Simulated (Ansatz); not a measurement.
## A hypothetical structure for WBrF

Starting from a made-up structure for WBrF, the aim is the relaxed cell, its shortest contacts and, where a second run follows, its electronic structure.

Program: Ansatz 0.2.0. Level of theory: DFT, PBE, plane-wave PAW, files of the set soft_1, scalar-relativistic, no spin, cell and ions relaxed at zero pressure; PAW set soft_1. Results are calculated unless marked as measured.

## Step 1: Set-up

Symmetry: P4/nmm, No. 129, tetragonal system. Conventional cell: a = 4.101 Å, b = 4.101 Å, c = 7.282 Å, α = 90.00°, β = 90.00°, γ = 90.00°. W has 4 F at 2.54 Å and 5 Br at 3.09 to 3.24 Å nearest. Br has 5 W at 3.09 to 3.24 Å nearest. Nearest to F lie 4 W at 2.54 Å. Farther neighbours and most contacts between anions are not listed.

## Step 2: Relaxation of the guess

The guessed cell has no reason to be at equilibrium. It is relaxed with the atoms, within the space group of the guess.

File input.yaml:

```yaml
crystal:
  lattice:
    - [4.101, 0.0, 0.0]
    - [0.0, 4.101, 0.0]
    - [0.0, 0.0, 7.282]
  atoms:
    - { symbol: W, position: [0.5, 0.0, 0.7951] }
    - { symbol: W, position: [0.0, 0.5, 0.2049] }
    - { symbol: Br, position: [0.5, 0.0, 0.3507] }
    - { symbol: Br, position: [0.0, 0.5, 0.6493] }
    - { symbol: F, position: [0.0, 0.0, 0.0] }
    - { symbol: F, position: [0.5, 0.5, 0.0] }
kpoints:
  mp_grid: { grid: [7, 7, 4] }
scf:
  occupations: { method: fermi_dirac, width: 0.05 }
hamiltonian:
  xc: pbe
  pseudopotentials: { kind: paw, azcp: { folder: soft_1 } }
relax:
  f_tol: 0.015
  max_steps: 70
  cell: {}
output:
  forces: true
  stress: true
```

Command:

```
$ ansatz run input.yaml --threads 4 --pin off --max-ram 10240MiB --backend cpu --events-out ev --progress --plain --runs-dir out
```

Numbers of over 12 decimals in the logs are rounded to 6 here.

Output:

```text
Engine: ansatz 0.2.0, x86_64-unknown-linux-gnu
Pseudopotentials: kind: paw
Pseudopotential: W, paw, valence charge 14, recommended cutoff 420 eV (normal), soft_1/W.paw.azcp
Pseudopotential: Br, paw, valence charge 7, recommended cutoff 420 eV (normal), soft_1/Br.paw.azcp
Pseudopotential: F, paw, valence charge 7, recommended cutoff 420 eV (normal), soft_1/F.paw.azcp
Functional definition: PBE
  parameter kappa = 0.804
  parameter beta = 0.066725
  exchange = pbe_x(kappa = kappa, mu = beta*pi^2/3)
  correlation = pbe_c(beta = beta)
Crystal: 6 atoms, lattice volume = 122.470 Å³
Basis set: ecut = 420 eV, 2393 PW (Γ), exchange–correlation on 60×60×100 points (8 copies of the dense FFT grid, shifted against one another)
Bands: 34, of which v1, the nominal top of the filled ones, is band 28 counted from 1 (27 counted from 0)
Symmetry: 16 space group operations
Space group: P4/nmm (ITA 129), of the structure as read, at distance tolerance 5.0e-5 Å
k-points: 30 of 196
Non-local potential: W, projectors of the file, l = 0: 3, l = 1: 2, l = 2: 2, l = 3: 1
Non-local potential: Br, projectors of the file, l = 0: 2, l = 1: 2, l = 2: 2
Non-local potential: F, projectors of the file, l = 0: 2, l = 1: 2, l = 2: 1
PAW form: soft (Blöchl's): semilocal exchange-correlation on the pseudo side does not see the compensation charge
PAW one-centre angular grid: W, 590 points (default); XC on 64 Gauss nodes
PAW one-centre angular grid: Br, 110 points (default); XC on 64 Gauss nodes
PAW one-centre angular grid: F, 110 points (default); XC on 64 Gauss nodes
Initial density: superposition of atomic densities (chi_scale 0.1, normalization cell, long waves kept (reshape's long-wave potential 0.91 eV rms))
Initial wavefunctions: pseudopotential atomic-orbital guess
Functional: x = pbe(κ = 0.804, μ = 0.219515), c = pbe(β = 0.066725)
SCF iter   1: F=—  HF=-27955.627122 eV  |F-HF|=—  |Δ(HF+E_count)|=         —  Δρ=2.77e-1  dr2=1.33e2  ethr=3.10e-3  ⟨swp⟩=6.4  Hψ=4044  notcnv=0
preconditioner: auto → Kerker (q_TF=auto, 2.395 Å⁻¹)  [metal: Δε(μ)=0.052 eV  Ē_g=6.721 eV  σ=0.050 eV  W_gap=0.25  n_scr=36 (ndim 8)  ℏωp=21.2 eV  f_vac=0.000  D(μ)=8.24/eV (n_scr^D=84)]
SCF iter   2: F=—  HF=-27948.955837 eV  |F-HF|=—  |Δ(HF+E_count)|=    6.67e0  Δρ=1.29e-1  dr2=3.47e1  ethr=3.10e-3  ⟨swp⟩=2.7  Hψ=2084  notcnv=0
SCF iter   3: F=—  HF=-27945.918671 eV  |F-HF|=—  |Δ(HF+E_count)|=    3.04e0  Δρ=4.72e-2  dr2=7.46e0  ethr=3.10e-3  ⟨swp⟩=2.5  Hψ=1855  notcnv=0
SCF iter   4: F=—  HF=-27944.592787 eV  |F-HF|=—  |Δ(HF+E_count)|=    1.33e0  Δρ=2.04e-2  dr2=9.81e-1  ethr=3.10e-3  ⟨swp⟩=2.8  Hψ=1722  notcnv=0
SCF iter   5: F=—  HF=-27944.484223 eV  |F-HF|=—  |Δ(HF+E_count)|=   1.09e-1  Δρ=1.26e-2  dr2=3.47e-1  ethr=1.75e-3  ⟨swp⟩=1.8  Hψ=1262  notcnv=0
SCF iter   6: F=—  HF=-27944.433038 eV  |F-HF|=—  |Δ(HF+E_count)|=   5.12e-2  Δρ=6.32e-3  dr2=9.94e-2  ethr=6.19e-4  ⟨swp⟩=2.0  Hψ=1192  notcnv=0
SCF iter   7: F=—  HF=-27944.414693 eV  |F-HF|=—  |Δ(HF+E_count)|=   1.83e-2  Δρ=1.46e-3  dr2=3.10e-3  ethr=1.78e-4  ⟨swp⟩=2.0  Hψ=1656  notcnv=0
SCF iter   8: F=—  HF=-27944.414787 eV  |F-HF|=—  |Δ(HF+E_count)|=   9.42e-5  Δρ=5.42e-4  dr2=7.88e-4  ethr=5.53e-6  ⟨swp⟩=2.1  Hψ=1551  notcnv=0
SCF iter   9: F=—  HF=-27944.414622 eV  |F-HF|=—  |Δ(HF+E_count)|=   1.65e-4  Δρ=1.30e-4  dr2=2.66e-5  ethr=1.41e-6  ⟨swp⟩=2.0  Hψ=1460  notcnv=0
SCF iter  10: F=—  HF=-27944.414621 eV  |F-HF|=—  |Δ(HF+E_count)|=   1.12e-6  Δρ=3.12e-5  dr2=1.74e-6  ethr=4.74e-8  ⟨swp⟩=2.0  Hψ=1516  notcnv=0
SCF iter  11: F=-27944.414621 eV  HF=-27944.414621 eV  |F-HF|=2.94e-8  |Δ(HF+E_count)|=   1.51e-7  Δρ=5.25e-6  dr2=4.09e-8  ethr=1.79e-10  ⟨swp⟩=4.0  Hψ=4358  notcnv=0
SCF 1 converged in 11 iterations: F = -27944.414621 eV  dr2 = 4.09e-8
  greatest PAW one-centre occupation: 0.999 electrons in one spin orbital (limit 2), on the W atom at site 1 (counted from 0), in its partial waves of l = 0
relax step   1: F+E_penalty+E_count = -27944.41462098 eV  Δ(F+E_penalty+E_count) = +0.000e0 eV  max|allowed force component| = 3.795e-1 eV/Å  Δτ_max = 0.0000 Å  P = -14.095 GPa  Ω = 122.470 Å³  (11 SCF iters, dr2 threshold 1.00e-7 eV, accepted)
Crystal: 6 atoms, lattice volume = 107.929 Å³
Basis set: ecut = 420 eV, 2135 PW (Γ), exchange–correlation on 60×60×100 points (8 copies of the dense FFT grid, shifted against one another)
Initial density: handed on by an earlier stage of this run
Initial wavefunctions: those handed on with the density
iter 1 solved again at ethr=1.23e-3 eV; its pass at ethr=3.10e-3 eV (dr2=6.87e-1 eV) is discarded
SCF iter   1: F=—  HF=-27945.804599 eV  |F-HF|=—  |Δ(HF+E_count)|=         —  Δρ=1.87e-2  dr2=6.88e-1  ethr=1.23e-3  ⟨swp⟩=1.0  Hψ=4901  notcnv=0
preconditioner: auto → Kerker (q_TF=auto, 2.446 Å⁻¹)  [metal: Δε(μ)=0.039 eV  Ē_g=6.672 eV  σ=0.050 eV  W_gap=0.19  n_scr=36 (ndim 8)  ℏωp=21.4 eV  f_vac=0.001  D(μ)=9.50/eV (n_scr^D=116)]
SCF iter   2: F=—  HF=-27945.711429 eV  |F-HF|=—  |Δ(HF+E_count)|=   9.32e-2  Δρ=8.67e-3  dr2=2.51e-1  ethr=1.23e-3  ⟨swp⟩=2.0  Hψ=1201  notcnv=0
SCF iter   3: F=—  HF=-27945.657297 eV  |F-HF|=—  |Δ(HF+E_count)|=   5.41e-2  Δρ=3.29e-3  dr2=5.03e-2  ethr=4.47e-4  ⟨swp⟩=2.0  Hψ=1473  notcnv=0
SCF iter   4: F=—  HF=-27945.647611 eV  |F-HF|=—  |Δ(HF+E_count)|=   9.69e-3  Δρ=9.91e-4  dr2=5.45e-3  ethr=8.98e-5  ⟨swp⟩=2.0  Hψ=1459  notcnv=0
SCF iter   5: F=—  HF=-27945.646791 eV  |F-HF|=—  |Δ(HF+E_count)|=   8.20e-4  Δρ=4.77e-4  dr2=3.82e-4  ethr=9.73e-6  ⟨swp⟩=2.0  Hψ=1316  notcnv=0
SCF iter   6: F=—  HF=-27945.646726 eV  |F-HF|=—  |Δ(HF+E_count)|=   6.47e-5  Δρ=2.01e-4  dr2=6.19e-5  ethr=6.82e-7  ⟨swp⟩=2.6  Hψ=1692  notcnv=0
SCF iter   7: F=—  HF=-27945.646724 eV  |F-HF|=—  |Δ(HF+E_count)|=   1.95e-6  Δρ=5.38e-5  dr2=4.08e-6  ethr=1.11e-7  ⟨swp⟩=2.1  Hψ=1269  notcnv=0
SCF iter   8: F=-27945.646726 eV  HF=-27945.646726 eV  |F-HF|=1.52e-7  |Δ(HF+E_count)|=   2.19e-6  Δρ=1.22e-5  dr2=1.89e-7  ethr=1.07e-9  ⟨swp⟩=4.9  Hψ=3479  notcnv=0
SCF 2 converged in 8 iterations: F = -27945.646726 eV  dr2 = 1.89e-7
relax step   2: F+E_penalty+E_count = -27945.64672636 eV  Δ(F+E_penalty+E_count) = -1.232e0 eV  max|allowed force component| = 3.617e-1 eV/Å  Δτ_max = 0.0308 Å  P = -9.079 GPa  Ω = 107.929 Å³  energy of the carried Pulay correction = +1.237e-2 eV  (8 SCF iters, dr2 threshold 6.00e-7 eV, accepted)
Crystal: 6 atoms, lattice volume = 97.834 Å³
Basis set: ecut = 420 eV, 1911 PW (Γ), exchange–correlation on 60×60×100 points (8 copies of the dense FFT grid, shifted against one another)
iter 1 solved again at ethr=7.62e-4 eV; its pass at ethr=3.10e-3 eV (dr2=4.27e-1 eV) is discarded
[...]
relax step  15: F+E_penalty+E_count = -27948.45383654 eV  Δ(F+E_penalty+E_count) = -2.069e-2 eV  max|allowed force component| = 2.579e-2 eV/Å  Δτ_max = 0.0585 Å  P = +0.146 GPa  Ω = 98.772 Å³  energy of the carried Pulay correction = -3.227e-3 eV  (7 SCF iters, dr2 threshold 6.00e-7 eV, accepted)
relax step  16: F+E_penalty+E_count = -27948.45669873 eV  Δ(F+E_penalty+E_count) = -2.862e-3 eV  max|allowed force component| = 2.404e-3 eV/Å  Δτ_max = 0.0430 Å  P = -0.046 GPa  Ω = 100.570 Å³  energy of the carried Pulay correction = -4.669e-3 eV  (8 SCF iters, dr2 threshold 5.61e-7 eV, accepted)
relax step  17: F+E_penalty+E_count = -27948.45679594 eV  Δ(F+E_penalty+E_count) = -9.721e-5 eV  max|allowed force component| = 6.250e-3 eV/Å  Δτ_max = 0.0006 Å  P = +0.056 GPa  Ω = 100.459 Å³  energy of the carried Pulay correction = -4.567e-3 eV  (7 SCF iters, dr2 threshold 7.44e-9 eV, rejected (line search))
relax step  18: F+E_penalty+E_count = -27948.45675460 eV  Δ(F+E_penalty+E_count) = -5.587e-5 eV  max|allowed force component| = 2.822e-4 eV/Å  Δτ_max = 0.0004 Å  P = -0.002 GPa  Ω = 100.517 Å³  energy of the carried Pulay correction = -4.620e-3 eV  (8 SCF iters, accepted)
relax step  19: F+E_penalty+E_count = -27948.46999534 eV  Δ(F+E_penalty+E_count) = -1.324e-2 eV  max|allowed force component| = 3.287e-3 eV/Å  Δτ_max = 0.0000 Å  P = +0.227 GPa  Ω = 100.517 Å³  stress off target by 4.90e-1 GPa  SCF on the basis re-selected at this cell (its energy is not comparable with the rows above)  (9 SCF iters)
relax step  20: F+E_penalty+E_count = -27948.47182616 eV  Δ(F+E_penalty+E_count) = -1.831e-3 eV  max|allowed force component| = 1.431e-2 eV/Å  Δτ_max = 0.0250 Å  P = +0.064 GPa  Ω = 101.729 Å³  energy of the carried Pulay correction = -1.037e-3 eV  (7 SCF iters, dr2 threshold 5.99e-7 eV, accepted)
relax step  21: F+E_penalty+E_count = -27948.47169327 eV  Δ(F+E_penalty+E_count) = +1.329e-4 eV  max|allowed force component| = 2.173e-2 eV/Å  Δτ_max = 0.0280 Å  P = +0.087 GPa  Ω = 102.870 Å³  energy of the carried Pulay correction = -2.161e-3 eV  (8 SCF iters, dr2 threshold 3.12e-8 eV, accepted)
relax step  22: F+E_penalty+E_count = -27948.47154758 eV  Δ(F+E_penalty+E_count) = +1.457e-4 eV  max|allowed force component| = 2.772e-3 eV/Å  Δτ_max = 0.0042 Å  P = +0.001 GPa  Ω = 103.161 Å³  energy of the carried Pulay correction = -2.462e-3 eV  (7 SCF iters, dr2 threshold 4.82e-8 eV, accepted)
relax step  23: F+E_penalty+E_count = -27948.47137926 eV  Δ(F+E_penalty+E_count) = +1.683e-4 eV  max|allowed force component| = 8.490e-4 eV/Å  Δτ_max = 0.0040 Å  P = +0.001 GPa  Ω = 103.332 Å³  energy of the carried Pulay correction = -2.647e-3 eV  (9 SCF iters, accepted)
relax step  24: F+E_penalty+E_count = -27948.47464198 eV  Δ(F+E_penalty+E_count) = -3.263e-3 eV  max|allowed force component| = 4.512e-4 eV/Å  Δτ_max = 0.0000 Å  P = +0.015 GPa  Ω = 103.332 Å³  stress off target by 6.99e-2 GPa  SCF on the basis re-selected at this cell (its energy is not comparable with the rows above)  (8 SCF iters)
relax step  25: F+E_penalty+E_count = -27948.47435245 eV  Δ(F+E_penalty+E_count) = +2.895e-4 eV  max|allowed force component| = 1.717e-3 eV/Å  Δτ_max = 0.0126 Å  P = +0.004 GPa  Ω = 103.907 Å³  energy of the carried Pulay correction = -4.588e-4 eV  (8 SCF iters, dr2 threshold 1.22e-8 eV, accepted)
relax step  26: F+E_penalty+E_count = -27948.47421140 eV  Δ(F+E_penalty+E_count) = +1.410e-4 eV  max|allowed force component| = 1.778e-3 eV/Å  Δτ_max = 0.0039 Å  P = +0.001 GPa  Ω = 104.087 Å³  energy of the carried Pulay correction = -6.098e-4 eV  (9 SCF iters, accepted)
iter 1 solved again at ethr=4.24e-8 eV; its pass at ethr=3.10e-3 eV (dr2=2.37e-5 eV) is discarded
SCF iter   1: F=—  HF=-27948.474850 eV  |F-HF|=—  |Δ(HF+E_count)|=         —  Δρ=5.01e-5  dr2=2.11e-7  ethr=4.24e-8  ⟨swp⟩=4.1  Hψ=7651  notcnv=0
preconditioner: auto → LDOS  [metal: Δε(μ)=0.010 eV  Ē_g=7.991 eV  σ=0.050 eV  W_gap=0.05  n_scr=26 (ndim 8)  ℏωp=21.8 eV  f_vac=0.105  D(μ)=6.93/eV (n_scr^D=74)  β→1.0]
SCF iter   2: F=—  HF=-27948.474799 eV  |F-HF|=—  |Δ(HF+E_count)|=   5.05e-5  Δρ=1.24e-5  dr2=7.12e-8  ethr=3.76e-10  ⟨swp⟩=2.1  Hψ=1828  notcnv=0
SCF iter   3: F=—  HF=-27948.474799 eV  |F-HF|=—  |Δ(HF+E_count)|=   3.60e-8  Δρ=1.86e-6  dr2=4.66e-9  ethr=1.27e-10  ⟨swp⟩=2.0  Hψ=1616  notcnv=0
SCF iter   4: F=—  HF=-27948.474799 eV  |F-HF|=—  |Δ(HF+E_count)|=   1.71e-8  Δρ=1.17e-6  dr2=1.35e-9  ethr=8.32e-12  ⟨swp⟩=2.0  Hψ=1749  notcnv=0
SCF iter   5: F=—  HF=-27948.474799 eV  |F-HF|=—  |Δ(HF+E_count)|=  1.09e-11  Δρ=7.64e-7  dr2=5.28e-10  ethr=2.41e-12  ⟨swp⟩=2.4  Hψ=1774  notcnv=0
SCF iter   6: F=—  HF=-27948.474799 eV  |F-HF|=—  |Δ(HF+E_count)|=  9.82e-11  Δρ=2.42e-7  dr2=6.49e-11  ethr=1.00e-12  ⟨swp⟩=2.2  Hψ=1519  notcnv=0
SCF iter   7: F=-27948.474799 eV  HF=-27948.474799 eV  |F-HF|=3.64e-12  |Δ(HF+E_count)|=  1.82e-11  Δρ=5.39e-8  dr2=3.38e-12  ethr=1.00e-12  ⟨swp⟩=4.0  Hψ=3327  notcnv=0
SCF 27 converged in 7 iterations: F = -27948.474799 eV  dr2 = 3.38e-12
relax step  27: F+E_penalty+E_count = -27948.47479906 eV  Δ(F+E_penalty+E_count) = -5.877e-4 eV  max|allowed force component| = 1.631e-3 eV/Å  Δτ_max = 0.0000 Å  P = +0.002 GPa  Ω = 104.087 Å³  stress off target by 2.24e-2 GPa  SCF on the basis re-selected at this cell (its energy is not comparable with the rows above)  (7 SCF iters)
basis re-selected at this cell: Δ(F+E_penalty+E_count) = -5.877e-4 eV, ΔP = +0.002 GPa vs the last step (what re-selecting the basis moved, of the pressure what is left beyond the Pulay correction that the steps carried, after the strain that the cell walked since its last selection, with what the two solves' SCF thresholds leave and, on support functions, any second-order correction that the steps lacked; it is no m [...]
SCF converged after 7 iterations
Free energy (F): -27948.474799 eV
Harris-Foulkes:  -27948.474799 eV  (|F-HF|=3.64e-12)
Internal energy: -27948.420621 eV  (E = F + TS)
E sigma→0 (E₀):  -27948.447710 eV
Entropy (-TS):   -0.054178 eV (-9.030 meV/atom)
Fermi energy:    12.169535 eV
--- Per-component energies (eV) ---
  E_band       = -450.070844
  E_kinetic    = 1503.477595
  E_local      = -6865.260262  (includes V_loc(G=0)·N_el)
  E_nonlocal   = 229.583238
  E_hartree    = 3016.493270
  E_xc         = -1077.750169
  E_vxc        = -871.707526  (∫ρ·V_xc dr)
  E_paw        = -22192.806191  (= ΣΔE_a)
  E_vpaw       = -479.152105  (= ΣTr[D̂ρ^β])
  E_aug_tail   = 0.001733  (compensation charges beyond the density's cutoff)
  E_ewald      = -2562.159835
  E_smearing   = -0.054178  (= −TS)
  E_closure    = -0.000000  (closes the sum)
  Σ components = -27948.474799   (vs F -27948.474799, Δ=0.00e0)
--- Forces (eV/Å), atoms counted from 1 ---
  atom   1  W      0.00000000     0.00000000    -0.00163149
  atom   2  W      0.00000000     0.00000000     0.00163149
  atom   3  Br     0.00000000     0.00000000    -0.00001429
  atom   4  Br     0.00000000     0.00000000     0.00001429
  atom   5  F      0.00000000     0.00000000     0.00000000
  atom   6  F      0.00000000     0.00000000     0.00000000
  max |Σ_I F_I| component: 1.69e-21 eV/Å
--- Stress (GPa, compression-positive) ---
       -0.007519       0.000000       0.000000
        0.000000      -0.007519       0.000000
        0.000000       0.000000       0.022419
  P = ⅓ Tr σ = 0.0025 GPa (0.025 kbar)
--- Relaxed structure (23 steps of the walk, 22 accepted, 4 SCFs on fresh bases) ---
  F+E_penalty+E_count = -27948.47479906 eV   max|allowed force component| = 1.631e-3 eV/Å   (the final SCF, on the basis selected at the relaxed cell)
  cell:  # Å, volume = 104.0873 Å³
    - [3.219806, 0, 0.0]
    - [0, 3.219806, 0.0]
    - [0.0, 0.0, 10.040104]
  atoms:
    - { symbol: W, position: [0.5, 0, 0.829976] }
    - { symbol: W, position: [0, 0.5, 0.170024] }
    - { symbol: Br, position: [0.5, 0, 0.311368] }
    - { symbol: Br, position: [0, 0.5, 0.688632] }
    - { symbol: F, position: [0, 0, -5.732186712536642e-19] }
    - { symbol: F, position: [0.5, 0.5, -5.732186712536669e-19] }
```

The job ended after 39 s (4 threads of Intel Xeon Platinum 8375C at 2.90GHz (Ice Lake), shared host; peak memory 0.56 GiB).

Step by step (22 of 27):

```csv
step,energy less that of the first step (eV),largest force component (eV/Å),pressure (GPa),volume (Å³)
1,0.0000,0.3795,-14.09,122.47
2,-1.2321,0.3617,-9.08,107.93
3,-1.9846,0.1351,-1.84,97.83
5,-3.1807,0.2506,2.83,91.71
6,-3.4777,0.5893,1.64,92.19
7,-3.7236,0.3660,0.85,94.38
8,-3.8210,0.4585,-0.23,94.25
10,-3.8407,0.0233,0.07,94.52
11,-3.8409,0.0091,0.01,94.69
12,-3.8409,0.0016,0.00,94.72
13*,-3.9672,0.0131,1.49,94.72
15,-4.0392,0.0258,0.15,98.77
16,-4.0421,0.0024,-0.05,100.57
17,-4.0422,0.0063,0.06,100.46
18,-4.0421,0.0003,0.00,100.52
20,-4.0572,0.0143,0.06,101.73
21,-4.0571,0.0217,0.09,102.87
22,-4.0569,0.0028,0.00,103.16
23,-4.0568,0.0008,0.00,103.33
25,-4.0597,0.0017,0.00,103.91
26,-4.0596,0.0018,0.00,104.09
27*,-4.0602,0.0016,0.00,104.09
```

Relaxation steps marked * repeat the geometry before them on a plane-wave basis chosen anew for their cell, so energy and pressure can jump there. Other such steps can lie between the rows shown. Relaxation step 17 was tried and not accepted.

The run keeps the 16 symmetry operations that it works with, so distortions that break them were not tested.

```csv
cell as run,before,after,change
a (Å),4.101,3.220,-21.5 %
b (Å),4.101,3.220,-21.5 %
c (Å),7.282,10.040,+37.9 %
volume (Å³/atom),20.41,17.35,-15.0 %
```

The atoms that moved most (Å, as changes of fractional coordinates times the final cell):

```csv
atom,dx,dy,dz,length
Br3,0.000,0.000,-0.395,0.395
Br4,0.000,0.000,0.395,0.395
W2,0.000,0.000,-0.350,0.350
W1,0.000,0.000,0.350,0.350
```

The relaxed structure:

```
W Br F
1.0
     3.21981    0.00000    0.00000
     0.00000    3.21981    0.00000
     0.00000    0.00000   10.04010
W Br F
2 2 2
Direct
  0.50000 0.00000 0.82998
  0.00000 0.50000 0.17002
  0.50000 0.00000 0.31137
  0.00000 0.50000 0.68863
  0.00000 0.00000 0.00000
  0.50000 0.50000 0.00000
```

Numbers from this step:

```
free energy             : -27948.4748 eV
energy at zero smearing : -27948.4477 eV
smearing term TS        : 0.05418 eV
Fermi energy            : 12.17 eV
electrons               : 56
symmetry operations     : 16
pressure                : 0.002460 GPa
```

The shortest distance of each pair, which need not be the same contact before and after:

```csv
pair,guess (Å),relaxed (Å)
F–F,2.900,2.277
F–W,2.536,2.346
Br–W,3.088,2.683
W–W,4.101,3.220
Br–Br,3.625,3.220
```

The relaxation ends with a largest force component of 0.0016 eV/Å and a pressure of 0.00 GPa.

## Step 3: Results

| Property | Result |
| --- | --- |
| space group, relaxed | P4/nmm |
| conventional cell | a = 3.220, b = 3.220, c = 10.040 Å; α = 90.0°, β = 90.0°, γ = 90.0° |
| volume per atom | 17.35 Å³ (guess 20.41) |

WBrF relaxes to P4/nmm with a = 3.220, b = 3.220 and c = 10.040 Å. The guessed volume was 18 % too large. The space group P4/nmm was held in the relaxation, so the end point is a stationary structure within it and may be a saddle against distortions or other arrangements. Mesh and cutoff weren't tested. A vector of the cell changed its length by 38 %, so the starting arrangement is largely lost and the mesh was laid for another shape. Spin-orbit coupling is left out, which can matter for elements this heavy. No dispersion term is used, so weakly bound directions may come out too long. The runs have no spin, and magnetism wasn't tested. Nothing here tests whether the compound is stable against decomposition.

[Logs are printed without paths, hosts, clocks, repeated set-up lines and the standing remarks that a program may print on its own settings, such as how far it seeks lower states.]

[Hosts, paths, dates, database ids (printed as entryN), source tags and the programs' standing remarks are cut or masked in the printed files.]
